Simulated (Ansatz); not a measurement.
# La2O3 (P-3m1): band gap by G0W0 on PBE, part 2 of 3

Aim: the quasiparticle gap of La2O3 (P-3m1), starting from PBE.

Ansatz 0.2.0; PBE, then G0W0 on it, plane waves, PAW. Known limits of the many-body steps: finite bands, screening cutoff and k mesh; no spin-orbit coupling in G0W0.

So far. Step 2 (Bands along the symmetry lines): Over mesh and path the gap is 3.841 eV, from k = (0.500, 0.000, 0.500) to k = (0.500, 0.000, 0.000). The least direct gap found is 3.966 eV, at k = (0.333, 0.333, 0.000).

## (3) One-shot GW

G0W0 replaces the xc potential by a self-energy built once from the orbitals of the start. Levels are corrected in the window of bands that the input names, at points of the mesh.

This step: G0W0 on PBE, plane waves, PAW.

Contents of input.yaml:

```yaml
crystal:
  lattice:
    - [3.930777878, 0.0, 0.0]
    - [-1.965388939, 3.404153499, 0.0]
    - [0.0, 0.0, 6.11195352]
  atoms:
    - { symbol: La, position: [0.66666667, 0.33333333, 0.75376432] }
    - { symbol: La, position: [0.33333333, 0.66666667, 0.24623568] }
    - { symbol: O, position: [0.66666667, 0.33333333, 0.35410935] }
    - { symbol: O, position: [0.33333333, 0.66666667, 0.64589065] }
    - { symbol: O, position: [0.0, 0.0, 0.0] }
kpoints:
  mp_grid: { grid: [6, 6, 4] }
hamiltonian:
  xc: pbe
scf:
  occupations: { method: fixed }
gw:
  n_empty_bands: 525
  ecut_chi: 200.0
  qp_bands: [v2, c2]
  qp_kpoints: band_edges
  screening: { model: contour_deformation }
```

Launch:

```
$ ansatz run input.yaml --threads 3 --pin off --max-ram 64512MiB --backend cuda --events-out ev --progress --plain --runs-dir out --devices 1 --max-vram 24GiB  # rebuilt from the run's record
```

Numbers of over 12 decimals in the logs are rounded to 6 here.

The log of the run:

```text
GPUs: using 1 of 1 available (devices: 1).
[...]
GPU FFT provider: cuFFT
GPU libraries: cuBLAS 13.8.2, cuFFT 12.4.0, cuSOLVER 12.3.4
Crystal: 5 atoms, lattice volume = 81.784 Å³
Basis set: ecut = 420 eV, 1641 PW (Γ)
Bands: 25, of which v1, the nominal top of the filled ones, is band 20 counted from 1 (19 counted from 0)
Symmetry: 12 space group operations
[...]
k-points: 24 of 144
[...]
GPU buffer pool allocated for 32805 grid points (all kernels)
[...]
SCF iter   1: F=—  HF=-14212.058432 eV  |F-HF|=—  |Δ(HF+E_count)|=         —  Δρ=2.35e-3  dr2=4.65e-3  ethr=1.77e-3  ⟨swp⟩=4.8  Hψ=2499  notcnv=0  defer=50
[...]
SCF iter   7: F=-14212.060295 eV  HF=-14212.060295 eV  |F-HF|=1.18e-8  |Δ(HF+E_count)|=   1.29e-7  Δρ=5.58e-6  dr2=2.64e-8  ethr=2.50e-10  ⟨swp⟩=12.3  Hψ=2641  notcnv=0
SCF 1 converged in 7 iterations: F = -14212.060295 eV  dr2 = 2.64e-8
[...]
NSCF: frozen V_eff on 24 k-points, pencils in batches of 32, up to order 100
the band table was solved once the SCF had ended and its energy, with any forces and stress, was formed, with the checks that follow a solve (3115 applications of the Hamiltonian). They found nothing against the state; the energy, forces and stress were not computed again (output.eigenvalues in the input reference)
[...]
NSCF: frozen V_eff on 24 k-points
G₀W₀ screening: q 1/24
[... further progress lines ...]
SCF converged after 7 iterations
Free energy (F): -14212.060295 eV
[...]
Internal energy: -14212.060295 eV  (E = F + TS)
E sigma→0 (E₀):  -14212.060295 eV
Fermi energy:    9.712589 eV
[...]
--- Band table (eV; the first three rows and the last of 24) ---
  k-point 0: bands = [... 16 lower, 8.0512, 9.3277, 9.3277, 9.5904, 13.9925, 14.2808, 14.2808, 14.8589, ... 1 higher]
  k-point 1: bands = [... 16 lower, 8.4163, 9.2947, 9.3731, 9.3731, 14.1284, 14.3412, 14.3412, 14.8332, ... 1 higher]
  k-point 2: bands = [... 16 lower, 8.6998, 8.9252, 9.4245, 9.4245, 14.3520, 14.3961, 14.3961, 14.6287, ... 1 higher]
  k-point 23: bands = [... 16 lower, 9.1506, 9.4341, 9.4341, 9.4832, 13.9466, 14.5203, 14.5811, 14.5811, ... 1 higher]
--- G₀W₀: contour deformation, 6 samples at zero and on the imaginary axis and 1 off it, 144 q-points, 525 empty bands' worth ---
  eigenvalues of the whole cell's RPA ε∞ on this k-mesh (on a slab, of 1 + 4πα/V) = 4.5025, 4.5994, 4.5994; static W/v taken at q = 0 is 0.218786
  bands read: the sum over 545 bands ends inside a degenerate multiplet in 1 slot, whose members it reads at an even weight; the widest, k=0: bands 545 to 546 (counted from 1) at 1/2 each
  gw.qp_kpoints: band_edges: 24 of 24 stored k-points solved, in 1 pass; an edge of the gap read off the rows below is read off those points alone
  `?` marks the rows in doubt; gw_qp.tsv's column doubts and the gw_qp event give each row's grounds
    ik  band        ε_KS         Σx   Σc(E_QP)       V_xc       Z   E_QP_lin       E_QP  E_QP is
     0    19      9.3277   -24.4212     4.0574   -19.6639  0.7364     8.6203     8.6279  root
     0    20      9.5904   -24.8986     4.0407   -20.1974  0.7395     8.9237     8.9299  root
     0    21     13.9925   -11.5632    -6.4128   -20.0166  0.7823    16.1084    16.0331  root
     0    22     14.2808   -11.9228    -6.4686   -20.3424  0.7771    16.3027    16.2317  root
     1    19      9.3731   -24.5672     4.0542   -19.8225  0.7365     8.6753     8.6826  root
     1    20      9.3731   -24.5672     4.0542   -19.8225  0.7365     8.6753     8.6826  root
     1    21     14.1284   -13.1415    -7.0372   -22.5928  0.7692    16.6684    16.5426  root ?
     1    22     14.3412   -13.2048    -6.9805   -22.4773  0.7668    16.7447    16.6332  root ?
     2    19      9.4245   -24.7574     4.0563   -20.0228  0.7365     8.7393     8.7463  root
     2    20      9.4245   -24.7574     4.0563   -20.0228  0.7365     8.7393     8.7463  root
     2    21     14.3520   -16.2020    -8.2767   -27.5376  0.7451    17.6826    17.4109  root ?
     2    22     14.3961   -14.4712    -7.5207   -24.6008  0.7568    17.1710    17.0049  root ?
     3    19      9.3154   -24.3595     4.0341   -19.6056  0.7381     8.5877     8.5956  root
     3    20      9.5131   -24.7360     4.0813   -19.9684  0.7380     8.8199     8.8269  root
     3    21     14.0739   -12.1549    -6.3306   -20.4752  0.7781    16.1353    16.0636  root
     3    22     14.3084   -13.5189    -6.9994   -22.8645  0.7652    16.7751    16.6545  root ?
     4    19      9.2392   -24.2583     4.1512   -19.3751  0.7346     8.4985     8.5072  root
     4    20      9.4765   -24.5529     4.0148   -19.8323  0.7399     8.7634     8.7707  root
     4    21     14.1065   -13.1274    -6.8178   -22.2447  0.7699    16.5144    16.4060  root ?
     4    22     14.3578   -13.4340    -6.8674   -22.5796  0.7663    16.7447    16.6360  root ?
     5    19      9.2914   -24.3984     4.0598   -19.6163  0.7368     8.5610     8.5691  root
     5    20      9.5552   -24.8175     4.0422   -20.0797  0.7393     8.8526     8.8596  root
     5    21     14.1374   -14.0718    -6.9752   -23.4857  0.7637    16.7048    16.5762  root ?
     5    22     14.4811   -15.5971    -8.0283   -26.4945  0.7484    17.5766    17.3502  root ?
     6    19      9.4203   -24.7380     4.0559   -19.9882  0.7375     8.7192     8.7264  root
     6    20      9.5535   -24.8241     4.0735   -20.0707  0.7381     8.8668     8.8736  root
     6    21     14.0045   -12.5455    -6.4409   -21.0725  0.7757    16.1707    16.0906  root
     6    22     14.4167   -14.0843    -7.3494   -23.9476  0.7605    17.0773    16.9306  root ?
     7    19      9.3671   -24.7395     4.0264   -19.9875  0.7407     8.6337     8.6415  root
     7    20      9.4396   -24.7769     4.1792   -19.8767  0.7360     8.7105     8.7186  root
     7    21     13.7213   -10.8461    -5.3955   -17.6750  0.7917    15.1825    15.1547  root
     7    22     14.3715   -15.3104    -7.7677   -25.8811  0.7524    17.3773    17.1744  root ?
     8    19      9.2401   -24.4605     4.0140   -19.6953  0.7416     8.4803     8.4889  root
     8    20      9.4409   -24.7527     4.0679   -19.9554  0.7400     8.7036     8.7115  root
     8    21     14.0854   -12.3478    -5.9945   -20.1872  0.7785    15.9874    15.9303  root
     8    22     14.2570   -14.6333    -7.1714   -24.3471  0.7590    16.9492    16.7995  root ?
     9    19      9.3817   -24.7024     4.1619   -19.8345  0.7357     8.6680     8.6757  root
     9    20      9.6381   -24.9691     4.0746   -20.1874  0.7391     8.9238     8.9310  root
     9    21     14.0960   -13.8268    -6.6257   -22.7191  0.7671    16.4645    16.3626  root ?
     9    22     14.4593   -14.1180    -6.9310   -23.4320  0.7619    16.9674    16.8424  root ?
    10    19      9.3740   -24.8542     4.1276   -20.0240  0.7368     8.6640     8.6715  root
    10    20      9.5589   -25.1224     4.1749   -20.2560  0.7365     8.8602     8.8674  root
    10    21     13.7502   -11.4296    -5.6790   -18.7487  0.7871    15.4298    15.3903  root
    10    22     14.5672   -17.2361    -8.7081   -29.1504  0.7376    18.1061    17.7733  root ?
    11    19      9.2993   -24.7318     4.0392   -19.9460  0.7398     8.5441     8.5527  root
    11    20      9.4130   -25.1015     4.1636   -20.2530  0.7368     8.7211     8.7282  root
    11    21     13.5535   -10.7157    -5.1918   -17.2460  0.7941    14.9145    14.8918  root
    11    22     14.3770   -15.8108    -8.0056   -26.7636  0.7502    17.5596    17.3243  root ?
    12    19      9.3273   -24.9825     4.0255   -20.2288  0.7425     8.5912     8.5990  root
    12    20      9.5095   -24.9427     4.0584   -20.1798  0.7393     8.7979     8.8052  root
    12    21     13.7823   -11.7935    -5.6514   -19.1146  0.7850    15.4931    15.4519  root
    12    22     14.3831   -15.5104    -7.6796   -25.9947  0.7526    17.3889    17.1878  root ?
    13    19      9.3432   -25.0863     4.0196   -20.3460  0.7436     8.6149     8.6224  root
    13    20      9.7126   -25.1351     4.0836   -20.3461  0.7388     9.0000     9.0072  root
    13    21     14.0827   -13.8622    -6.7012   -22.8664  0.7673    16.4915    16.3857  root ?
    13    22     14.3031   -13.9795    -6.7582   -23.0844  0.7654    16.7668    16.6499  root ?
    14    19      9.1561   -24.2302     4.0658   -19.4116  0.7390     8.3943     8.4032  root
    14    20      9.5295   -24.9879     4.1500   -20.1368  0.7369     8.8211     8.8285  root
    14    21     13.8883   -10.8626    -5.5998   -17.9858  0.7899    15.4455    15.4117  root
    14    22     14.2616   -13.8772    -6.9032   -23.1237  0.7637    16.7224    16.6049  root ?
[...]
15    22     14.3726   -14.5441    -7.2207   -24.2813  0.7586    17.0339    16.8891  root ?
[...]
16    21     14.1894   -14.6707    -6.9973   -24.1566  0.7598    16.8155    16.6780  root ?
    16    22     14.3786   -13.8279    -7.0282   -23.2270  0.7632    16.8723    16.7495  root ?
[...]
17    22     14.2960   -14.2404    -7.2247   -23.9839  0.7611    16.9613    16.8148  root ?
[...]
18    22     14.3068   -14.9246    -7.3100   -24.8357  0.7566    17.0698    16.9078  root ?
[...]
19    22     14.2694   -13.8793    -6.8579   -23.0877  0.7654    16.7372    16.6199  root ?
    20    19      9.3639   -24.8009     4.1456   -19.9175  0.7381     8.6177     8.6261  root
    20    20      9.4715   -25.0393     4.0603   -20.2713  0.7405     8.7565     8.7639  root
    20    21     13.8004   -11.3293    -5.4695   -18.3320  0.7882    15.3667    15.3336  root
    20    22     14.3942   -15.4970    -7.7675   -26.0879  0.7523    17.4234    17.2175  root ?
    21    19      8.9191   -23.8263     4.4000   -18.5944  0.7285     8.0748     8.0873  root
    21    20      9.6015   -25.6350     3.9933   -20.9213  0.7488     8.8741     8.8811  root
    21    21     13.5680    -9.2145    -4.7084   -14.8411  0.8057    14.4953    14.4861  root
    21    22     14.4158   -14.6611    -7.3935   -24.6372  0.7562    17.1570    16.9984  root ?
    22    19      9.2295   -24.4986     4.1332   -19.6115  0.7361     8.4666     8.4757  root
    22    20      9.5553   -25.5510     3.9947   -20.8373  0.7484     8.8293     8.8363  root
    22    21     13.7274    -9.9738    -4.9774   -16.1006  0.7994    14.8927    14.8768  root
    22    22     14.5152   -16.2802    -8.0879   -27.3070  0.7445    17.6978    17.4542  root ?
    23    19      9.4341   -24.8787     4.1162   -20.0395  0.7369     8.7032     8.7112  root
    23    20      9.4832   -25.5236     4.0102   -20.8077  0.7475     8.7707     8.7775  root
    23    21     13.9466   -11.6796    -5.6327   -18.9873  0.7861    15.6635    15.6216  root
    23    22     14.5203   -13.6901    -7.0719   -23.1029  0.7610    16.9854    16.8612  root ?
```

Wall time 44 s (1 × NVIDIA H100 80GB HBM3 (shared by 3 runs) with 3 threads of AMD EPYC 7R13 (Zen 3), shared host); peak memory 2.4 GiB.

This step gave:

```
bands summed                                    : 545
RPA ε∞ on this mesh (eigenvalues)               : 4.503, 4.599, 4.599
plane waves in the screening matrix             : 537
q-points in the mesh                            : 144
G0W0 gap over the corrected points              : 5.479 eV
k of the valence top                            : 0, -0.5, -0.5
k of the conduction bottom                      : 0.3333, 0.3333, 0
starting gap on the mesh                        : 3.841 eV
Z at the valence top                            : 0.7388
Z at the conduction bottom                      : 0.8057
least direct G0W0 gap over the corrected points : 5.605 eV
```

Over all 24 irreducible mesh points the G0W0 gap is 5.479 eV, from k = (0.000, -0.500, -0.500) to k = (0.333, 0.333, 0.000). The PBE gap of this run on the mesh is 3.841 eV. Other states bound it: the two that bound the G0W0 gap lie 3.855 eV apart in PBE, so state for state the correction is 5.479 − 3.855 = +1.624 eV, while gap against gap it is 5.479 − 3.841 = +1.638 eV. The start of this run differs from the step before in mesh (12×12×4 and 6×6×4). The program marks 30 of the 96 corrected levels as in doubt (energies apart), neither edge state among them.

Labels follow the order of the start: v1 is the top filled band, c1 the lowest empty one; levels that stay degenerate share a row, the window can cut a multiplet, doubted levels are not marked in this list, bands outside the window were not corrected, and the list may be a part of the corrected levels. Levels before and after the correction, in eV, zero at the valence-band top of each column:

```tsv
	conduction bottom	valence top
Kohn-Sham	3.84	0.00
G0W0	5.48	0.00
```

```tsv
	level	occupation	energy (eV)
Kohn-Sham	(0 -0.5 -0.5) v2	2	-0.369
Kohn-Sham	(0 -0.5 -0.5) v1	2	0.000
Kohn-Sham	(0 -0.5 -0.5) c1	0	4.370
Kohn-Sham	(0 -0.5 -0.5) c2	0	4.591
Kohn-Sham	(0.333 0.333 0) v2	2	-0.793
Kohn-Sham	(0.333 0.333 0) v1	2	-0.111
Kohn-Sham	(0.333 0.333 0) c1	0	3.855
Kohn-Sham	(0.333 0.333 0) c2	0	4.703
G0W0	(0 -0.5 -0.5) v2	2	-0.385
G0W0	(0 -0.5 -0.5) v1	2	0.000
G0W0	(0 -0.5 -0.5) c1	0	7.379
G0W0	(0 -0.5 -0.5) c2	0	7.643
G0W0	(0.333 0.333 0) v2	2	-0.920
G0W0	(0.333 0.333 0) v1	2	-0.126
G0W0	(0.333 0.333 0) c1	0	5.479
G0W0	(0.333 0.333 0) c2	0	7.991
```

The parts of the quasiparticle energy for the two states that bound the G0W0 gap, in eV on the run's own scale (QP = start + Σx + Σc − Vxc, with Σc at the quasiparticle energy):

```tsv
edge	k	band	start	Σx	Σc	Vxc	Z	QP
valence top	(0.000, -0.500, -0.500)	20	9.713	−25.135	4.084	−20.346	0.739	9.007
conduction bottom	(0.333, 0.333, 0.000)	21	13.568	−9.214	−4.708	−14.841	0.806	14.486
```

[end of part 2 of 3]

[Paths, hosts, dates, memory and timing lines, banners, echoed tables and standing remarks are left out of the program output.]

[Logs are printed without paths, hosts, clocks, repeated set-up lines and the standing remarks that a program may print on its own settings, such as how far it seeks lower states.]

[Runs of the session that timed out or met a known fault of the program may be left out.]

[Cells called generated may have been cut or substituted from an entry of the Crystallography Open Database or the Materials Project.]

[Hosts, paths, dates, database ids (printed as entryN), source tags and the programs' standing remarks are cut or masked in the printed files.]

[Where an RPA ε∞ is given, it is that of the G0W0 mesh and is not shown converged in it. Names of k-points follow the symmetry that the program found, which can be lower than the space group named. Band edges on a path are those of the sampled points; other points can move an edge, and change direct to indirect where valleys lie close.]

[Hybrid gaps are those of their k-mesh and are not shown converged in it.]
